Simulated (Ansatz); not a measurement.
Two G0W0 runs on LiF (Griceite).

```
Li F
1.0
     0.00000    2.01400    2.01400
     2.01400    0.00000    2.01400
     2.01400    2.01400    0.00000
Li F
1 1
Direct
  0.00000 0.00000 0.00000
  0.50000 0.50000 0.50000
```

The cell and positions come from the Crystallography Open Database and are kept as given unless a step says otherwise.

The first (Ansatz 0.2.0; start PBE with 15 % exact exchange, 8×8×8 mesh, 68 empty bands, screening to 150 eV, PAW set soft_1 files; 1 × NVIDIA H100 80GB HBM3 (shared by 6 runs) with 2 threads of AMD EPYC 7R13 (Zen 3), shared host) gave, on its mesh: starting gap 10.93 eV, G0W0 gap 14.03 eV, RPA ε∞ (mean) 1.85, 40 s.

The second gave: starting gap 11.54 eV, G0W0 gap 14.26 eV, RPA ε∞ (mean) 1.81, 34 s.

Question: What was changed in the input? Choose among start, files, mesh, bands and cutoff, frequency model or another key.

Changed: start from PBE with 15 % exact exchange to PBE with 20 % exact exchange. A jump of this size in the start, with ε∞ moving the other way, marks another functional. Other changes could give like numbers; this is the one that was made.

Limits: not at the basis limit.

[Paths, hosts, dates, memory and timing lines, banners, echoed tables and standing remarks are left out of the program output.]

[Logs are printed without paths, hosts, clocks, repeated set-up lines and the standing remarks that a program may print on its own settings, such as how far it seeks lower states.]

[Runs of the session that timed out or met a known fault of the program may be left out.]

[Cells called generated may have been cut or substituted from an entry of the Crystallography Open Database or the Materials Project.]

[Hosts, paths, dates, database ids (printed as entryN), source tags and the programs' standing remarks are cut or masked in the printed files.]
